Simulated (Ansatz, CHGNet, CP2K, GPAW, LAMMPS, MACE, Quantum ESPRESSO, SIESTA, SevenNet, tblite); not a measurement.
## Glassy 72SiO2-17Al2O3-6BaO-6ZnO (mol %) (116 atoms): runs against a plane-wave reference

Density of this cell: 2.42 g/cm³. The cell holds 116 atoms: 26 Si, 12 Al, 2 Ba, 2 Zn and 74 O. Its edges and angles: a = 12.202 Å, b = 12.202 Å, c = 12.202 Å, α = 90.0°, β = 90.0°, γ = 90.0°. 116 atoms (26 Si, 12 Al, 2 Ba, 2 Zn, 74 O) placed at random at 2.42 g/cm³, melted at 4000 K for 10 ps at fixed volume with the Morse and Coulomb pair potential with partial charges (Pedone, Malavasi, Menziani, Cormack and Segre, J. Phys. Chem. B 110, 11780 (2006)). Quenched from 4000 K to 300 K at 50 K/ps and fixed volume, held 5 ps.

Geometry: as built.

The reference, a calculation:

| Item | Value |
| --- | --- |
| method | Kohn-Sham DFT, PBE, SSSP efficiency 1.3.0 pseudopotentials, plane waves (Quantum ESPRESSO 7.5); sssp-pbe-1.3.0-efficiency, cutoffs 60/480 Ry, Γ point |
| r.m.s. force component | 1.288 eV/Å |
| longest force | 5.183 eV/Å |
| pressure | 2.134 GPa |
| gap (highest filled to lowest empty level) | 2.497 eV |
| time | 9.9 min on 4 MPI ranks of Arm Neoverse V1, shared host |
| CPU time | 40 min |

**Question.** The same geometry is run in other programs. How far does each lie from the reference, and what does it cost?
- CP2K PBE, SZV-MOLOPT-SR, 800/50 Ry, TRS4 filter 1e-06, SCF 1e-06 (CP2K 2026.2; 2 threads)
- CP2K PBE, SZV-MOLOPT-SR, 800/50 Ry, TRS4 filter 1e-05, SCF 1e-06 (CP2K 2026.2; 2 threads)
- GPAW RPBE, LCAO dzp, h 0.18 Å (GPAW 26.7.0; 2 MPI ranks)
- SevenNet 0 potential (SevenNet 0; 1 thread)
- SIESTA PBE, DZP, shift 0.01 Ry, mesh 500 Ry (SIESTA 5.4.2; 4 MPI ranks)
- GPAW PBE, LCAO dzp, h 0.18 Å (GPAW 26.7.0; 2 MPI ranks)
- GPAW PBE, LCAO dzp, h 0.28 Å (GPAW 26.7.0; 1 thread)
- SIESTA PBE, DZP, shift 0.01 Ry, mesh 100 Ry (SIESTA 5.4.2; 2 MPI ranks)
- SIESTA PBE, SZ, shift 0.01 Ry, mesh 500 Ry (SIESTA 5.4.2; 1 thread)
- CP2K PBE, SZV-MOLOPT-SR, 800/50 Ry, TRS4 filter 1e-07, SCF 1e-07 (CP2K 2026.2; 2 threads)

Differences are against the plane-wave reference, forces as r.m.s. over components; share is that over the reference's r.m.s. force, slope the least-squares factor from reference forces to these. Total energies of different programs have different zeros and aren't compared.

| run | Δ force, r.m.s. (meV/Å) | share (%) | slope | Δ pressure (GPa) | Δ gap (eV) | cores | CPU time | memory (GiB) |
| --- | --- | --- | --- | --- | --- | --- | --- | --- |
| reference | - | - | - | - | - | 4 | 40 min | 6.5 |
| CP2K PBE, SZV-MOLOPT-SR, 800/50 Ry, TRS4 filter 1e-06, SCF 1e-06 (coarse) | 992 | 77.0 | 1.339 | 16.4 | - | 2 | 2.2 min | 3.5 |
| CP2K PBE, SZV-MOLOPT-SR, 800/50 Ry, TRS4 filter 1e-05, SCF 1e-06 (coarse) | 992 | 77.0 | 1.338 | 16.4 | - | 2 | 2 min | 3.5 |
| GPAW RPBE, LCAO dzp, h 0.18 Å | 329 | 25.6 | 1.144 | - | -0.0501 | 2 | 5.5 min | 2.6 |
| SevenNet 0 potential | 103 | 7.98 | 0.968 | -0.355 | - | 1 | 10 s | 1.0 |
| SIESTA PBE, DZP, shift 0.01 Ry, mesh 500 Ry | 161 | 12.5 | 1.055 | 2.10 | -0.0363 | 4 | 12 min | 4.4 |
| GPAW PBE, LCAO dzp, h 0.18 Å | 281 | 21.8 | 1.123 | - | -0.142 | 2 | 5.6 min | 2.8 |
| GPAW PBE, LCAO dzp, h 0.28 Å (coarse) | 1843 | 143 | 1.047 | - | -0.128 | 1 | 2.2 min | 0.93 |
| SIESTA PBE, DZP, shift 0.01 Ry, mesh 100 Ry (coarse) | 169 | 13.1 | 1.055 | 2.15 | -0.0358 | 2 | 2.1 min | 0.92 |
| SIESTA PBE, SZ, shift 0.01 Ry, mesh 500 Ry (coarse) | 1002 | 77.8 | 1.344 | 14.2 | -0.703 | 1 | 3.3 min | 1.5 |
| CP2K PBE, SZV-MOLOPT-SR, 800/50 Ry, TRS4 filter 1e-07, SCF 1e-07 (coarse) | 987 | 76.6 | 1.337 | 16.4 | - | 2 | 2.9 min | 3.5 |

Rows marked coarse were listed beforehand as settings not expected to be converged; some can still land near the reference.

Times of the machine-learned potentials are mostly Python's start and the loading of weights.

CPU time is summed over cores on a shared host, where runs went side by side, so it is rough. Symmetry, cutoffs, thresholds, outputs and thread counts weren't matched or tuned between programs; memory under MPI is the largest rank's times the ranks.

The PBE runs in local orbitals, coarse settings apart, differ by 12 % (SIESTA PBE, DZP, shift 0.01 Ry, mesh 500 Ry) to 22 % (GPAW PBE, LCAO dzp, h 0.18 Å); basis, grid and potentials can all enter. Machine-learned potentials differ by 8.0 % (SevenNet 0 potential); they were trained on other programs' data. Rows with another functional or a dispersion term differ by 26 % (GPAW RPBE, LCAO dzp, h 0.18 Å), which mixes the change of model with differences of basis and potentials. Runs with settings chosen to be coarse differ by 13 % (SIESTA PBE, DZP, shift 0.01 Ry, mesh 100 Ry) to 143 % (GPAW PBE, LCAO dzp, h 0.28 Å), their programs' other errors included. Machine-learned potentials mimic data converged in k, so the reference's own k-point error enters their differences. The network of bonds at the start is that of the classical potential that made the cell, and needn't be the one that DFT or experiment would give. The electronic-structure runs sample only Γ, in a cell whose shortest periodic width is 12 Å.

[Hosts, paths, dates, database ids (printed as entryN), source tags and the programs' standing remarks are cut or masked in the printed files.]
